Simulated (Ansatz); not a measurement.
**K on Nb(110): change of the work function**

How does K on the hollow site change the work function of Nb(110) as the layer fills?

Main program and level: Ansatz 0.2.0; plane-wave DFT, PBE, Ansatz PAW.

## 1. The system as given

The cell holds 4 atoms: 4 Nb. Cell: a = 2.858 Å, b = 2.858 Å, c = 25.000 Å, α = 90.0°, β = 90.0°, γ = 70.5°. Vacuum lies along c.

## 2. The clean slab

The bare slab comes first, as the zero from which every change is counted. The two lowest layers are held at bulk places and the upper ones relax. The dipole correction removes the false field that a one-sided slab makes across the periodic vacuum, so each face gets a flat vacuum level of its own.

File input.yaml:

```yaml
crystal:
  lattice:
    - [2.3334523779, -1.65, 0.0]
    - [2.3334523779, 1.65, 0.0]
    - [0.0, 0.0, 25.0003571337]
  atoms:
    - { symbol: Nb, position: [0.0, 0.0, 0.3599948573] }
    - { symbol: Nb, position: [0.5, 0.5, 0.4533316191] }
    - { symbol: Nb, position: [0.0, 0.0, 0.5466683809] }
    - { symbol: Nb, position: [0.5, 0.5, 0.6400051427] }
kpoints:
  mp_grid: { grid: [12, 12, 1] }
hamiltonian:
  xc: pbe
scf:
  occupations: { method: fermi_dirac, width: 0.1 }
  convergence: { dr2_threshold: 1.0e-08 }
efield:
  axis: 3
  dipole_correction: true
  ramp_position: 0.97
  ramp_width: 0.06
relax:
  f_tol: 0.02
  max_steps: 60
  constraints: [{ sites: [0, 1] }]
output:
  write_potential: true
  write_density: true
  volumetric_format: npy
```

Run with:

```
> ansatz run input.yaml --threads 4 --pin off --max-ram 16384MiB --backend cpu --events-out ev --progress --plain --runs-dir out
```

Standard output:

```text
Engine: ansatz 0.2.0, aarch64-unknown-linux-gnu
Pseudopotentials: kind: paw
Pseudopotential: Nb, paw, valence charge 13, recommended cutoff 420 eV (normal), Nb.paw.azcp
Functional definition: PBE
  parameter kappa = 0.804
  parameter beta = 0.066725
  exchange = pbe_x(kappa = kappa, mu = beta*pi^2/3)
  correlation = pbe_c(beta = beta)
Crystal: 4 atoms, lattice volume = 192.513 Å³
Basis set: ecut = 420 eV, 3769 PW (Γ), exchange–correlation on 40×40×360 points (8 copies of the dense FFT grid, shifted against one another)
Bands: 32, of which v1, the nominal top of the filled ones, is band 26 counted from 1 (25 counted from 0)
Symmetry: 4 space group operations
k-points: 43 of 144
Non-local potential: Nb, projectors of the file, l = 0: 3, l = 1: 2, l = 2: 2, l = 3: 1
PAW form: soft (Blöchl's): semilocal exchange-correlation on the pseudo side does not see the compensation charge
PAW one-centre angular grid: Nb, 590 points (default); XC on 64 Gauss nodes
Initial density: superposition of atomic densities (neutral atoms: chi_scale 0, normalization atom), corrected by the library's trained network
Initial wavefunctions: pseudopotential atomic-orbital guess
Functional: x = pbe(κ = 0.804, μ = 0.219515), c = pbe(β = 0.066725)
SCF iter   1: F=—  HF=-18207.315250 eV  |F-HF|=—  |Δ(HF+E_count)|=         —  Δρ=9.75e-3  dr2=3.31e0  ethr=1.77e-3  p=0.000 e·Å  D=2.85e-14 V/Å  ΔV_dip=-0.00 eV  dr2_dipole=3.46e-7  V_vac-E_F(+/−)=4.87/4.87 eV  ⟨swp⟩=7.8  Hψ=6620  notcnv=0
efield: sawtooth ramp at fractional position 0.9700 (set: `efield.ramp_position`, or a place that a band, a saddle search or an elastic batch's reference lends), width 0.0600; the density the first Hamiltonian is built on has a dipole p = 0.000 e·Å; the dipole correction subtracts the counter field D = 2.85e-14 V/Å, which shifts the + side's vacuum level by -0.00 eV against the − side's; the planar-averaged density in the ramp window peaks in size at 3.8e-6 e/Å³
preconditioner: auto → LDOS  [metal: Δε(μ)=0.022 eV  Ē_g=3.353 eV  σ=0.100 eV  W_gap=0.06  n_scr=16 (ndim 8)  ℏωp=12.0 eV  f_vac=0.550  D(μ)=4.82/eV (n_scr^D=16)  β→1.0]
SCF iter   2: F=—  HF=-18207.212039 eV  |F-HF|=—  |Δ(HF+E_count)|=   1.03e-1  Δρ=3.07e-3  dr2=1.93e-1  ethr=1.77e-3  p=-0.000 e·Å  D=-8.90e-6 V/Å  ΔV_dip=0.00 eV  dr2_dipole=7.29e-7  V_vac-E_F(+/−)=4.49/4.49 eV  ⟨swp⟩=2.1  Hψ=1844  notcnv=0
SCF iter   3: F=—  HF=-18207.208754 eV  |F-HF|=—  |Δ(HF+E_count)|=   3.28e-3  Δρ=5.93e-4  dr2=5.77e-3  ethr=3.70e-4  p=-0.000 e·Å  D=-3.40e-6 V/Å  ΔV_dip=0.00 eV  dr2_dipole=4.10e-8  V_vac-E_F(+/−)=4.55/4.55 eV  ⟨swp⟩=1.2  Hψ=1387  notcnv=0
SCF iter   4: F=—  HF=-18207.208629 eV  |F-HF|=—  |Δ(HF+E_count)|=   1.26e-4  Δρ=1.54e-4  dr2=7.62e-5  ethr=1.11e-5  p=0.000 e·Å  D=1.34e-7 V/Å  ΔV_dip=-0.00 eV  dr2_dipole=3.51e-10  V_vac-E_F(+/−)=4.53/4.53 eV  ⟨swp⟩=2.0  Hψ=1725  notcnv=0
SCF iter   5: F=—  HF=-18207.208643 eV  |F-HF|=—  |Δ(HF+E_count)|=   1.47e-5  Δρ=3.90e-5  dr2=6.01e-6  ethr=1.46e-7  p=0.000 e·Å  D=1.81e-7 V/Å  ΔV_dip=-0.00 eV  dr2_dipole=6.51e-11  V_vac-E_F(+/−)=4.53/4.53 eV  ⟨swp⟩=2.6  Hψ=2386  notcnv=0
SCF iter   6: F=—  HF=-18207.208496 eV  |F-HF|=—  |Δ(HF+E_count)|=   1.47e-4  Δρ=1.47e-5  dr2=2.08e-6  ethr=1.16e-8  p=-0.000 e·Å  D=-1.62e-7 V/Å  ΔV_dip=0.00 eV  dr2_dipole=6.95e-12  V_vac-E_F(+/−)=4.53/4.53 eV  ⟨swp⟩=3.0  Hψ=2770  notcnv=0
SCF iter   7: F=—  HF=-18207.208496 eV  |F-HF|=—  |Δ(HF+E_count)|=   1.30e-7  Δρ=4.32e-6  dr2=5.36e-8  ethr=4.00e-9  p=-0.000 e·Å  D=-7.89e-8 V/Å  ΔV_dip=0.00 eV  dr2_dipole=7.06e-14  V_vac-E_F(+/−)=4.53/4.53 eV  ⟨swp⟩=2.1  Hψ=1842  notcnv=0
SCF iter   8: F=-18207.208496 eV  HF=-18207.208496 eV  |F-HF|=1.09e-8  |Δ(HF+E_count)|=   6.18e-8  Δρ=1.14e-6  dr2=3.94e-9  ethr=1.92e-11  p=-0.000 e·Å  D=-4.82e-8 V/Å  ΔV_dip=0.00 eV  dr2_dipole=6.75e-14  V_vac-E_F(+/−)=4.53/4.53 eV  ⟨swp⟩=10.7  Hψ=10041  notcnv=0
SCF 1 converged in 8 iterations: F = -18207.208496 eV  dr2 = 3.94e-9
  greatest PAW one-centre occupation: 0.998 electrons in one spin orbital (limit 2), on the Nb atom at site 1 (counted from 0), in its partial waves of l = 0
relax step   1: F+E_penalty+E_count = -18207.20849629 eV  Δ(F+E_penalty+E_count) = +0.000e0 eV  max|allowed force component| = 3.894e-1 eV/Å  Δτ_max = 0.0000 Å  (8 SCF iters, accepted)
Initial density: handed on by an earlier stage of this run
Initial wavefunctions: those handed on with the density
iter 1 solved again at ethr=8.91e-4 eV; its pass at ethr=3.10e-3 eV (dr2=4.63e-1 eV) is discarded
SCF iter   1: F=—  HF=-18207.238086 eV  |F-HF|=—  |Δ(HF+E_count)|=         —  Δρ=7.19e-3  dr2=5.38e-1  ethr=8.91e-4  p=0.000 e·Å  D=2.41e-7 V/Å  ΔV_dip=-0.00 eV  dr2_dipole=3.75e-2  V_vac-E_F(+/−)=4.55/4.55 eV  ⟨swp⟩=1.5  Hψ=5041  notcnv=0
efield: sawtooth ramp at fractional position 0.9700 (set: `efield.ramp_position`, or a place that a band, a saddle search or an elastic batch's reference lends), width 0.0600; the density the first Hamiltonian is built on has a dipole p = 0.000 e·Å; the dipole correction subtracts the counter field D = 2.41e-7 V/Å, which shifts the + side's vacuum level by -0.00 eV against the − side's; the planar-averaged density in the ramp window peaks in size at 1.7e-6 e/Å³
eigensolver tolerance schedule calibrated: the retry pair's looser diagonalisation under-reported the residual by θ = 0.14 (0.26/decade); ethr = c·dr2/N_el runs at the constant in force after the calibration composes with the one it found (an armed cap, an earlier calibration), c = 1.5e-2
preconditioner: auto → LDOS  [metal: Δε(μ)=0.018 eV  Ē_g=3.370 eV  σ=0.100 eV  W_gap=0.04  n_scr=16 (ndim 8)  ℏωp=12.0 eV  f_vac=0.554  D(μ)=5.21/eV (n_scr^D=16)  β→1.0]
SCF iter   2: F=—  HF=-18207.209043 eV  |F-HF|=—  |Δ(HF+E_count)|=   2.90e-2  Δρ=3.22e-3  dr2=5.71e-2  ethr=1.58e-4  p=0.007 e·Å  D=6.44e-3 V/Å  ΔV_dip=-0.16 eV  dr2_dipole=5.95e-4  V_vac-E_F(+/−)=4.37/4.53 eV  ⟨swp⟩=3.3  Hψ=2989  notcnv=0
SCF iter   3: F=—  HF=-18207.204924 eV  |F-HF|=—  |Δ(HF+E_count)|=   4.12e-3  Δρ=1.43e-3  dr2=1.52e-2  ethr=1.68e-5  p=0.003 e·Å  D=2.81e-3 V/Å  ΔV_dip=-0.07 eV  dr2_dipole=7.68e-6  V_vac-E_F(+/−)=4.46/4.54 eV  ⟨swp⟩=3.1  Hψ=2994  notcnv=0
SCF iter   4: F=—  HF=-18207.202553 eV  |F-HF|=—  |Δ(HF+E_count)|=   2.37e-3  Δρ=3.42e-4  dr2=7.98e-4  ethr=4.45e-6  p=0.004 e·Å  D=3.39e-3 V/Å  ΔV_dip=-0.08 eV  dr2_dipole=2.67e-7  V_vac-E_F(+/−)=4.44/4.53 eV  ⟨swp⟩=2.6  Hψ=2412  notcnv=0
SCF iter   5: F=—  HF=-18207.202529 eV  |F-HF|=—  |Δ(HF+E_count)|=   2.35e-5  Δρ=9.09e-5  dr2=2.93e-5  ethr=2.34e-7  p=0.004 e·Å  D=3.58e-3 V/Å  ΔV_dip=-0.09 eV  dr2_dipole=4.90e-7  V_vac-E_F(+/−)=4.44/4.53 eV  ⟨swp⟩=3.2  Hψ=2733  notcnv=0
SCF iter   6: F=—  HF=-18207.202389 eV  |F-HF|=—  |Δ(HF+E_count)|=   1.40e-4  Δρ=2.49e-5  dr2=4.44e-6  ethr=8.60e-9  p=0.004 e·Å  D=3.50e-3 V/Å  ΔV_dip=-0.09 eV  dr2_dipole=1.74e-6  V_vac-E_F(+/−)=4.44/4.53 eV  ⟨swp⟩=3.0  Hψ=2702  notcnv=0
SCF iter   7: F=—  HF=-18207.202390 eV  |F-HF|=—  |Δ(HF+E_count)|=   4.75e-7  Δρ=7.49e-6  dr2=1.67e-7  ethr=1.30e-9  p=0.004 e·Å  D=3.50e-3 V/Å  ΔV_dip=-0.09 eV  dr2_dipole=3.59e-9  V_vac-E_F(+/−)=4.44/4.53 eV  ⟨swp⟩=2.7  Hψ=2651  notcnv=0
SCF iter   8: F=-18207.202390 eV  HF=-18207.202390 eV  |F-HF|=1.21e-8  |Δ(HF+E_count)|=   1.49e-7  Δρ=1.97e-6  dr2=9.33e-9  ethr=2.94e-12  p=0.004 e·Å  D=3.48e-3 V/Å  ΔV_dip=-0.09 eV  dr2_dipole=2.89e-9  V_vac-E_F(+/−)=4.44/4.53 eV  ⟨swp⟩=8.0  Hψ=10634  notcnv=0
SCF 2 converged in 8 iterations: F = -18207.202390 eV  dr2 = 9.33e-9
  greatest PAW one-centre occupation: 0.998 electrons in one spin orbital (limit 2), on the Nb atom at site 2 (counted from 0), in its partial waves of l = 0
relax step   2: F+E_penalty+E_count = -18207.20238996 eV  Δ(F+E_penalty+E_count) = +6.106e-3 eV  max|allowed force component| = 5.460e-1 eV/Å  Δτ_max = 0.1121 Å  (8 SCF iters, rejected (line search))
SCF iter   1: F=—  HF=-18207.232312 eV  |F-HF|=—  |Δ(HF+E_count)|=         —  Δρ=3.81e-3  dr2=1.71e-1  ethr=2.81e-3  p=0.004 e·Å  D=3.48e-3 V/Å  ΔV_dip=-0.09 eV  dr2_dipole=1.74e-2  V_vac-E_F(+/−)=4.43/4.51 eV  ⟨swp⟩=3.3  Hψ=2664  notcnv=0
efield: sawtooth ramp at fractional position 0.9700 (set: `efield.ramp_position`, or a place that a band, a saddle search or an elastic batch's reference lends), width 0.0600; the density the first Hamiltonian is built on has a dipole p = 0.004 e·Å; the dipole correction subtracts the counter field D = 3.48e-3 V/Å, which shifts the + side's vacuum level by -0.09 eV against the − side's; the planar-averaged density in the ramp window peaks in size at 6.3e-7 e/Å³
preconditioner: auto → LDOS  [metal: Δε(μ)=0.008 eV  Ē_g=3.319 eV  σ=0.100 eV  W_gap=0.02  n_scr=16 (ndim 8)  ℏωp=12.0 eV  f_vac=0.550  D(μ)=5.23/eV (n_scr^D=16)  β→1.0]
SCF iter   2: F=—  HF=-18207.224856 eV  |F-HF|=—  |Δ(HF+E_count)|=   7.46e-3  Δρ=1.60e-3  dr2=1.23e-2  ethr=3.28e-4  p=0.001 e·Å  D=6.92e-4 V/Å  ΔV_dip=-0.02 eV  dr2_dipole=1.65e-4  V_vac-E_F(+/−)=4.51/4.53 eV  ⟨swp⟩=2.0  Hψ=2164  notcnv=0
SCF iter   3: F=—  HF=-18207.224244 eV  |F-HF|=—  |Δ(HF+E_count)|=   6.13e-4  Δρ=7.77e-4  dr2=4.90e-3  ethr=2.36e-5  p=0.002 e·Å  D=2.17e-3 V/Å  ΔV_dip=-0.05 eV  dr2_dipole=2.59e-4  V_vac-E_F(+/−)=4.47/4.53 eV  ⟨swp⟩=3.0  Hψ=2617  notcnv=0
SCF iter   4: F=—  HF=-18207.223479 eV  |F-HF|=—  |Δ(HF+E_count)|=   7.65e-4  Δρ=1.96e-4  dr2=2.48e-4  ethr=9.42e-6  p=0.002 e·Å  D=1.60e-3 V/Å  ΔV_dip=-0.04 eV  dr2_dipole=3.10e-5  V_vac-E_F(+/−)=4.49/4.53 eV  ⟨swp⟩=2.2  Hψ=1964  notcnv=0
SCF iter   5: F=—  HF=-18207.223472 eV  |F-HF|=—  |Δ(HF+E_count)|=   6.98e-6  Δρ=5.31e-5  dr2=1.59e-5  ethr=4.77e-7  p=0.001 e·Å  D=1.41e-3 V/Å  ΔV_dip=-0.04 eV  dr2_dipole=1.61e-7  V_vac-E_F(+/−)=4.49/4.53 eV  ⟨swp⟩=2.1  Hψ=1981  notcnv=0
SCF iter   6: F=—  HF=-18207.223476 eV  |F-HF|=—  |Δ(HF+E_count)|=   4.05e-6  Δρ=1.30e-5  dr2=6.58e-7  ethr=3.06e-8  p=0.002 e·Å  D=1.41e-3 V/Å  ΔV_dip=-0.04 eV  dr2_dipole=8.08e-8  V_vac-E_F(+/−)=4.49/4.53 eV  ⟨swp⟩=2.4  Hψ=2238  notcnv=0
SCF iter   7: F=—  HF=-18207.223328 eV  |F-HF|=—  |Δ(HF+E_count)|=   1.48e-4  Δρ=4.71e-6  dr2=9.91e-8  ethr=1.27e-9  p=0.001 e·Å  D=1.40e-3 V/Å  ΔV_dip=-0.04 eV  dr2_dipole=1.72e-8  V_vac-E_F(+/−)=4.49/4.53 eV  ⟨swp⟩=3.0  Hψ=2706  notcnv=0
SCF iter   8: F=-18207.223328 eV  HF=-18207.223328 eV  |F-HF|=7.40e-9  |Δ(HF+E_count)|=   5.84e-8  Δρ=1.53e-6  dr2=8.89e-9  ethr=1.92e-11  p=0.001 e·Å  D=1.41e-3 V/Å  ΔV_dip=-0.04 eV  dr2_dipole=7.79e-10  V_vac-E_F(+/−)=4.49/4.53 eV  ⟨swp⟩=8.6  Hψ=10247  notcnv=0
SCF 3 converged in 8 iterations: F = -18207.223328 eV  dr2 = 8.89e-9
relax step   3: F+E_penalty+E_count = -18207.22332794 eV  Δ(F+E_penalty+E_count) = -1.483e-2 eV  max|allowed force component| = 4.453e-3 eV/Å  Δτ_max = 0.0537 Å  (8 SCF iters, accepted)
NSCF: frozen V_eff on 43 k-points
the search or the solves at the SCF's close seem to have found levels that the self-consistency loop had missed (the run counts 1). By its estimate they hold under 1e-12 electrons; where the run keeps them, the occupations were computed again with them
WARN: The output density's exchange-correlation potential varies sharply where the density is thin. Do not read a vacuum level from v_tot or v_xc, or from such a field of the output density. On a cell that repeats whose density bears no net charge and no dipole along the vacuum's axis use v_es (v_loc + v_h of the components); under efield.dipole_correction with no amplitude use v_es + v_field, which holds any externa [...]
SCF converged after 8 iterations
Free energy (F): -18207.223328 eV
Harris-Foulkes:  -18207.223328 eV  (|F-HF|=7.40e-9)
Internal energy: -18207.049194 eV  (E = F + TS)
E sigma→0 (E₀):  -18207.136261 eV
Entropy (-TS):   -0.174134 eV (-43.533 meV/atom)
Fermi energy:    4.006922 eV
Dipole field:    D = 0.001448 V/Å  (p = 0.001540 e·Å, saw-weighted, corrected)
Work function:   Φ+ = 4.4924 eV   Φ− = 4.5286 eV
Levels:          The Fermi level and band energies are counted from a zero that moves with the ramp; work functions are not
--- Per-component energies (eV) ---
  E_band       = -991.310328
  E_kinetic    = 1574.965990
  E_local      = -56308.310229  (includes V_loc(G=0)·N_el)
  E_nonlocal   = 481.684187
  E_hartree    = 27269.689687
  E_xc         = -699.311284
  E_vxc        = -847.940007  (∫ρ·V_xc dr)
  E_paw        = -12294.007992  (= ΣΔE_a)
  E_vpaw       = -431.089472  (= ΣTr[D̂ρ^β])
  E_aug_tail   = 0.000027  (compensation charges beyond the density's cutoff)
  E_efield     = 0.000001  (sawtooth field / dipole correction)
  E_vefield    = 0.000464  (∫n·V_field dr)
  E_ewald      = 21768.240419
  E_smearing   = -0.174134  (= −TS)
  E_closure    = -0.000000  (closes the sum)
  Σ components = -18207.223328   (vs F -18207.223328, Δ=0.00e0)
--- Forces (eV/Å), atoms counted from 1 ---
  atom   1  Nb     0.00000000     0.00000000     0.34062080
  atom   2  Nb     0.00000000     0.00000000    -0.33312820
  atom   3  Nb     0.00000000     0.00000000    -0.00306116
  atom   4  Nb     0.00000000     0.00000000    -0.00445260
  max |Σ_I F_I| component: 2.12e-5 eV/Å
--- Band table (eV; the first three rows and the last of 43) ---
  k-point 0: bands = [... 22 lower, 3.4466, 3.5123, 3.6764, 4.0611, 4.1727, 4.6389, 4.6520, 5.6784, ... 2 higher]
  k-point 1: bands = [... 22 lower, 3.4048, 3.4548, 3.6401, 4.0028, 4.2565, 4.3791, 4.7400, 5.2644, ... 2 higher]
  k-point 2: bands = [... 22 lower, 3.1785, 3.3530, 3.5747, 3.7357, 3.8698, 4.4583, 4.7888, 5.0334, ... 2 higher]
  k-point 42: bands = [... 22 lower, 2.6735, 3.3174, 3.8761, 5.5518, 5.7661, 6.0386, 6.2753, 6.6835, ... 2 higher]
--- Relaxed structure (3 steps of the walk, 2 accepted, 0 SCFs on fresh bases) ---
  F+E_penalty+E_count = -18207.22332794 eV   max|allowed force component| = 4.453e-3 eV/Å
  atoms:
    - { symbol: Nb, position: [0.0, 0.0, 0.359995] }
    - { symbol: Nb, position: [0.5, 0.5, 0.4533316191] }
    - { symbol: Nb, position: [0.0, 0.0, 0.547835] }
    - { symbol: Nb, position: [0.5, 0.5, 0.637856] }
```

Run time: 17 s. Hardware: 4 threads of Arm Neoverse V1, shared host; peak memory 0.56 GiB; 66 s of CPU time.

In the SCF lines HF is the Harris–Foulkes energy and dr2 the Hartree energy of the density residual, in eV; the loop may stop once dr2 is under the threshold and the program's other checks hold. Hψ counts applications of the Hamiltonian.

Relaxation path:

```
step  energy less that of the first step (eV)  largest force component (eV/Å)
   1                                   0.0000                          0.3894
   2                                   0.0061                          0.5460
   3                                  -0.0148                          0.0045
```

Relaxation step 2 was tried and not accepted.

The run keeps the 4 symmetry operations that the program found, so distortions that break them were not tested.

The atoms that moved most (Å):

```
atom     dx     dy      dz  length
 Nb4  0.000  0.000  -0.054   0.054
 Nb3  0.000  0.000   0.029   0.029
```

Final coordinates:

```cif
data_structure
_symmetry_space_group_name_H-M 'P 1'
_symmetry_Int_Tables_number 1
_cell_length_a 2.8579
_cell_length_b 2.8579
_cell_length_c 25.0004
_cell_angle_alpha 90.000
_cell_angle_beta 90.000
_cell_angle_gamma 70.529
_cell_volume 192.51
loop_
_atom_site_label
_atom_site_type_symbol
_atom_site_fract_x
_atom_site_fract_y
_atom_site_fract_z
_atom_site_occupancy
Nb1 Nb 0.00000 0.00000 0.35999 1
Nb2 Nb 0.50000 0.50000 0.45333 1
Nb3 Nb 0.00000 0.00000 0.54784 1
Nb4 Nb 0.50000 0.50000 0.63786 1
```

Numbers from this step:

```yaml
energy_at_zero_smearing: -18207.1363 eV
work_function_upper_face: 4.492 eV
work_function_lower_face: 4.529 eV
dipole_along_the_normal: 0.001540 e·Å
step_between_the_vacuum_levels: -0.03620 eV
```

Running mean over 2.333 Å of the planar mean; the ramp of the sawtooth is left out. Electron's electrostatic potential energy less the Fermi level against z:

```
z (Å)  electron's electrostatic potential energy less the Fermi level (eV)
  3.5                                                                 4.53
  4.0                                                                 4.53
  4.5                                                                 4.52
  5.0                                                                 4.51
  5.5                                                                 4.47
  6.0                                                                 4.34
  6.5                                                                 3.95
  7.0                                                                 2.78
  7.5                                                               -0.525
  8.0                                                                -5.88
  8.5                                                                -9.88
  9.0                                                                -11.0
  9.5                                                                -11.1
 10.0                                                                -11.0
 10.5                                                                -10.9
 11.0                                                                -10.9
 11.5                                                                -10.9
 12.0                                                                -10.8
 12.5                                                                -10.6
 13.0                                                                -10.7
 13.5                                                                -10.9
 14.0                                                                -11.2
 14.5                                                                -11.7
 15.0                                                                -11.8
 15.5                                                                -11.5
 16.0                                                                -11.1
 16.5                                                                -9.62
 17.0                                                                -5.33
 17.5                                                              -0.0576
 18.0                                                                 2.95
 18.5                                                                 3.98
 19.0                                                                 4.33
 19.5                                                                 4.44
 20.0                                                                 4.48
 20.5                                                                 4.49
 21.0                                                                 4.49
 21.5                                                                 4.49
```

The relaxation took 3 steps and lowered the energy by 0.015 eV; the largest force on the free atoms ends at 0.0045 eV/Å.

The work function of the upper face is 4.49 eV.

(Continued in part 2 of 4.)

[Long decimals in the printed logs are rounded to 6 places.]

[Logs are printed without paths, hosts, clocks, repeated set-up lines and the standing remarks that a program may print on its own settings, such as how far it seeks lower states.]

[Hosts, paths, dates, database ids (printed as entryN), source tags and the programs' standing remarks are cut or masked in the printed files.]

[Maps of the electrostatic potential energy from Ansatz leave out the sawtooth potential of an applied field or a dipole correction, so their vacuum need not be flat; planar profiles and work functions include it.]
